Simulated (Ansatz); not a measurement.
# A hypothetical structure for CdCu2Si2, part 2 of 2

This structure for CdCu2Si2 is made up. Its elements were placed in a known structure type with a cell scaled to their sizes. What cell does the guess relax to, and how far off was it?

Ansatz 0.2.0; DFT, PBEsol, plane-wave PAW, files of the set soft_1, scalar-relativistic, ferromagnetic start, cell and ions relaxed at zero pressure; PAW set soft_1 (the session's first sound run).

So far: Set-up; Relaxation of the guess. The relaxed cell has a = 3.893, c = 10.072 Å (conventional setting).

## Step 3: Electronic structure of the relaxed cell

With the geometry fixed, one more self-consistent run, with a narrower smearing and the mesh shown in its input, gives the bands, and its pressure, and its forces where symmetry allows any, show how far the geometry depends on these settings.

This step: DFT, PBEsol, plane-wave PAW, files of the set soft_1, scalar-relativistic, no spin, bands and density of states at the relaxed cell; PAW set soft_1 (Ansatz 0.2.0).

The input, input.yaml:

```yaml
crystal:
  lattice:
    - [-1.946384852, 1.946384852, 5.0361475542]
    - [1.946384852, -1.946384852, 5.0361475542]
    - [1.946384852, 1.946384852, -5.0361475542]
  atoms:
    - { symbol: Cd, position: [0.0, 0.0, 0.0] }
    - { symbol: Cu, position: [0.25, 0.75, 0.5] }
    - { symbol: Cu, position: [0.75, 0.25, 0.5] }
    - { symbol: Si, position: [0.6146771621, 0.6146771621, 0.0] }
    - { symbol: Si, position: [0.3853228379, 0.3853228379, 0.0] }
kpoints:
  mp_grid: { grid: [12, 12, 12] }
  band_path:
    path:
      - [[0.0, 0.0, 0.0], [0.0, 0.0, 0.5], [-0.07468451, 0.07468451, 0.5], [-0.28734226, 0.28734226, 0.28734226], [0.0, 0.0, 0.0], [0.5, 0.5, -0.5], [0.28734226, 0.71265774, -0.28734226], [0.0, 0.5, 0.0], [0.25, 0.25, 0.25], [0.5, 0.5, -0.07468451], [0.5, 0.5, -0.5]]
      - [[0.0, 0.0, 0.5], [0.25, 0.25, 0.25]]
    npoints: 7
scf:
  occupations: { method: fermi_dirac, width: 0.03 }
  n_extra_bands: 9
hamiltonian:
  xc: pbesol
  pseudopotentials: { kind: paw, azcp: { folder: soft_1 }, xc_functional: pbe }
output:
  forces: true
  stress: true
  write_bands: true
  dos: { projected: true }
  write_density: true
  write_potential: true
  elf: true
  volumetric_format: npy
```

On the command line:

```
$ ansatz run input.yaml --threads 4 --pin off --max-ram 8192MiB --backend cpu --events-out ev --progress --plain --runs-dir out
```

Numbers of over 12 decimals in the logs are rounded to 6 here.

The program printed:

```text
[...]
Crystal: 5 atoms, lattice volume = 76.316 Å³
Basis set: ecut = 420 eV, 1509 PW (Γ), exchange–correlation on 80×80×80 points (8 copies of the dense FFT grid, shifted against one another)
Bands: 42, of which v1, the nominal top of the filled ones, is band 33 counted from 1 (32 counted from 0)
Symmetry: 16 space group operations
[...]
k-points: 163 of 1728
[...]
SCF iter   1: F=—  HF=-22610.801269 eV  |F-HF|=—  |Δ(HF+E_count)|=         —  Δρ=3.43e-1  dr2=6.65e1  ethr=3.10e-3  ⟨swp⟩=6.6  Hψ=28049  notcnv=0  defer=2
[...]
SCF iter  11: F=-22604.084962 eV  HF=-22604.084962 eV  |F-HF|=1.56e-9  |Δ(HF+E_count)|=   1.92e-8  Δρ=1.67e-6  dr2=1.98e-9  ethr=1.52e-10  ⟨swp⟩=13.4  Hψ=43163  notcnv=0
SCF 1 converged in 11 iterations: F = -22604.084962 eV  dr2 = 1.98e-9
[...]
NSCF: frozen V_eff on 79 k-points
SCF converged after 11 iterations
Free energy (F): -22604.084962 eV
[...]
Internal energy: -22604.079888 eV  (E = F + TS)
E sigma→0 (E₀):  -22604.082425 eV
Entropy (-TS):   -0.005074 eV (-1.015 meV/atom)
Fermi energy:    12.965748 eV
[...]
--- Forces (eV/Å), atoms counted from 1 ---
  atom   1  Cd    -0.00000000     0.00000000    -0.00000000
  atom   2  Cu    -0.00000000     0.00000000     0.00000000
  atom   3  Cu     0.00000000    -0.00000000     0.00000000
  atom   4  Si    -0.00000000     0.00000000     0.01094896
  atom   5  Si    -0.00000000     0.00000000    -0.01094896
  max |Σ_I F_I| component: 8.67e-18 eV/Å
--- Stress (GPa, compression-positive) ---
       -0.316326       0.000000      -0.000000
        0.000000      -0.316326       0.000000
       -0.000000      -0.000000       0.687410
  P = ⅓ Tr σ = 0.0183 GPa (0.183 kbar)
--- Band table (eV; the first three rows and the last of 163) ---
  k-point 0: bands = [... 29 lower, 10.3654, 12.5071, 12.5071, 13.1147, 13.1147, 13.3256, 15.9901, 15.9941, ... 5 higher]
  k-point 1: bands = [... 29 lower, 10.2117, 12.0699, 12.1960, 12.2218, 12.6609, 14.6704, 16.6003, 16.7084, ... 5 higher]
  k-point 2: bands = [... 29 lower, 9.8550, 11.2552, 11.7269, 11.7734, 11.7889, 15.9922, 17.3615, 17.7758, ... 5 higher]
  k-point 162: bands = [... 29 lower, 10.9086, 10.9086, 12.5062, 13.7692, 15.3085, 15.8916, 16.7290, 16.7290, ... 5 higher]
```

Wall time 15 s (4 threads of Arm Neoverse V1, shared host); peak memory 0.68 GiB; 58 s of CPU time.

This step gave:

- free energy: -22604.0850 eV
- energy at zero smearing: -22604.0824 eV
- smearing term TS: 0.005074 eV
- Fermi energy: 12.97 eV
- pressure: 0.01825 GPa

From bands.tsv, the bands that come nearest the Fermi level along the path, at its corners, in eV from the Fermi level:

```tsv
point	band 30	band 31	band 32	band 33	band 34	band 35	band 36	band 37
Γ	-2.60	-0.46	-0.46	0.15	0.15	0.36	3.02	3.03
X	-3.25	-3.25	-2.31	-1.64	-0.28	-0.12	1.63	1.94
Y	-3.26	-2.56	-2.30	-1.30	-0.04	0.02	1.78	2.01
S	-3.41	-1.68	-0.94	0.21	2.34	2.51	3.24	4.17
Γ	-2.60	-0.46	-0.46	0.15	0.15	0.36	3.02	3.03
Z	-2.06	-2.06	-0.46	0.80	2.34	2.93	3.76	3.76
S1	-3.41	-1.68	-0.94	0.21	2.34	2.51	3.24	4.17
N	-3.40	-2.61	-0.14	0.77	1.80	1.81	2.65	4.14
P	-3.25	-2.66	-2.66	-1.27	-1.27	-0.87	3.51	3.58
Y1	-3.26	-2.56	-2.30	-1.30	-0.04	0.02	1.78	2.01
Z	-2.06	-2.06	-0.46	0.80	2.34	2.93	3.76	3.76
X	-3.25	-3.25	-2.31	-1.64	-0.28	-0.12	1.63	1.94
P	-3.25	-2.66	-2.66	-1.27	-1.27	-0.87	3.51	3.58
```

Valence density in the ab plane of the cell as run, not the conventional one, at fractional z = 0.000, with atoms of Cd and Si within 0.2 Å of it. It is the smooth field of the valence electrons, not physical close to the nuclei.

Values in e/Å³, 16 rows by 16 columns, each cell a mean:
```
19 14  4  1  0  0  0  0  0  0  0  0  0  0  2 10
 6  7  3  1  0  0  0  0  0  0  0  0  0  0  0  2
 1  2  1  1  0  0  0  0  0  0  0  0  0  0  0  0
 0  0  0  0  0  0  0  0  0  0  0  0  0  0  0  0
 0  0  0  0  0  0  0  0  0  0  0  0  0  0  0  0
 0  0  0  0  0  0  0  0  0  0  0  0  0  0  0  0
 0  0  0  0  0  0  0  0  0  0  0  0  0  0  0  0
 0  0  0  0  0  0  0  1  1  0  0  0  0  0  0  0
 0  0  0  0  0  0  0  0  1  0  0  0  0  0  0  0
 0  0  0  0  0  0  0  0  0  0  0  0  0  0  0  0
 0  0  0  0  0  0  0  0  0  0  0  0  0  0  0  0
 0  0  0  0  0  0  0  0  0  0  0  0  0  0  0  0
 0  0  0  0  0  0  0  0  0  0  0  0  0  1  1  1
 2  0  0  0  0  0  0  0  0  0  0  0  0  1  3  4
10  3  0  0  0  0  0  0  0  0  0  0  0  2  7 14
22 10  2  0  0  0  0  0  0  0  0  0  0  1  6 19
```
Columns run along a (5.7 Å), rows up along b (5.7 Å). Atoms in or near the plane, at fractional coordinates: Cd at (0.00, 0.00), Si at (0.61, 0.61), Si at (0.39, 0.39).

ELF in the ab plane of the cell as run, not the conventional one, at fractional z = 0.000, with atoms of Cd and Si within 0.2 Å of it. It is the smooth field of the valence electrons, not physical close to the nuclei.

Ten even steps from '_' (0.10) to '@' (0.91), each cell a mean:
```
@@##--..__::----::::..____..::++
====--....::==++==--::______..::
..::::....::++####**==..______..
__....__..--++********==..______
........::==**++======++==..____
::--======**####========**==::..
::==********%%@@##======****--::
::--**##++==##@@@@##====**##==::
::--++##++--==##@@@@##++**##++--
..::--**++--====##%%##**++++==--
......==++==----==****==--::::::
______..--++++++++**==::......__
________..==**####**==..__......
::..______..--++****==....::----
++--..____..::----==--....::==##
@@++::____....::::::::..__..==@@
```
Columns run along a (5.7 Å), rows up along b (5.7 Å). Atoms in or near the plane, at fractional coordinates: Cd at (0.00, 0.00), Si at (0.61, 0.61), Si at (0.39, 0.39).

Electrostatic potential energy in the ab plane of the cell as run, not the conventional one, at fractional z = 0.000, with atoms of Cd and Si within 0.2 Å of it. With pseudopotentials it is smooth inside the atoms' cores, unlike the true potential.

Values in eV, 16 rows by 16 columns, each cell a mean:
```
-23 -20 -12   2  13  15  15  14  13  14  15  16  14   8  -7 -17
-14 -15 -11   0  11  14  14  13  12  13  14  15  15  14   6  -7
 -1  -6  -5   3  11  13  11   8   6   8  12  15  16  15  14   8
 12   8   7  10  12  13   9  -2 -13 -11   1  11  15  16  15  14
 15  14  13  13  13  13   8  -9 -23 -20 -20  -2  11  15  15  16
 15  15  13  12  11  12  10  -4 -20  -1  -4 -20   1  12  14  15
 14  14  12   7   1   2   7   5 -13 -15  -1 -20 -11   8  13  14
 14  13  11   1 -16 -20 -11   2   2 -13 -20 -23 -13   6  12  13
 14  13  11   0 -21 -15 -15 -15   2   5  -4  -9  -2   8  13  14
 15  14  13   6 -16 -11   6 -15 -11   7  10   8   9  11  14  15
 15  15  15  12   1 -20 -11 -15 -20   2  12  13  13  13  14  15
 15  15  16  15  12   1 -16 -21 -16   1  11  13  12  11  11  13
  9  14  15  16  15  12   6   0   1   7  12  13  10   3   0   2
 -6   5  13  15  16  15  13  11  11  12  13  13   7  -5 -11 -12
-17  -9   5  14  15  15  14  13  13  14  15  14   8  -6 -15 -20
-24 -17  -6   9  15  15  15  14  14  14  15  15  12  -1 -14 -23
```
Columns run along a (5.7 Å; values clipped at the 3rd and 97th percentile), rows up along b (5.7 Å). Atoms in or near the plane, at fractional coordinates: Cd at (0.00, 0.00), Si at (0.61, 0.61), Si at (0.39, 0.39).

## Step 4: Summary of results

```
space group, relaxed : I4/mmm
conventional cell    : a = 3.893, b = 3.893, c = 10.072 Å; α = 90.0°, β = 90.0°, γ = 90.0°
volume per atom      : 15.26 Å³ (guess 14.47)
total moment         : 0.00 μB in the cell of 5 atoms
```

**Reading.** CdCu2Si2 relaxes to I4/mmm with a = 3.893, b = 3.893 and c = 10.072 Å. The guessed volume was 5 % too small. The space group I4/mmm was held in the relaxation, so the end point is a stationary structure within it and may be a saddle against distortions or other arrangements. The moments died out from this one start and weren't seeded again at the relaxed cell. Bands cross the Fermi level, so it is a metal or semimetal at this level. On the 12×12×12 mesh with the narrower smearing (relaxed on 9×9×9) the largest force component is 0.011 eV/Å and the largest stress component is 0.687 GPa, against the relaxation's thresholds of 0.015 eV/Å and 0.05 GPa. The cutoff wasn't tested. No dispersion term is used, so weakly bound directions may come out too long. Nothing here tests whether the compound is stable against decomposition.

[Logs are printed without paths, hosts, clocks, repeated set-up lines and the standing remarks that a program may print on its own settings, such as how far it seeks lower states.]

[Hosts, paths, dates, database ids (printed as entryN), source tags and the programs' standing remarks are cut or masked in the printed files.]
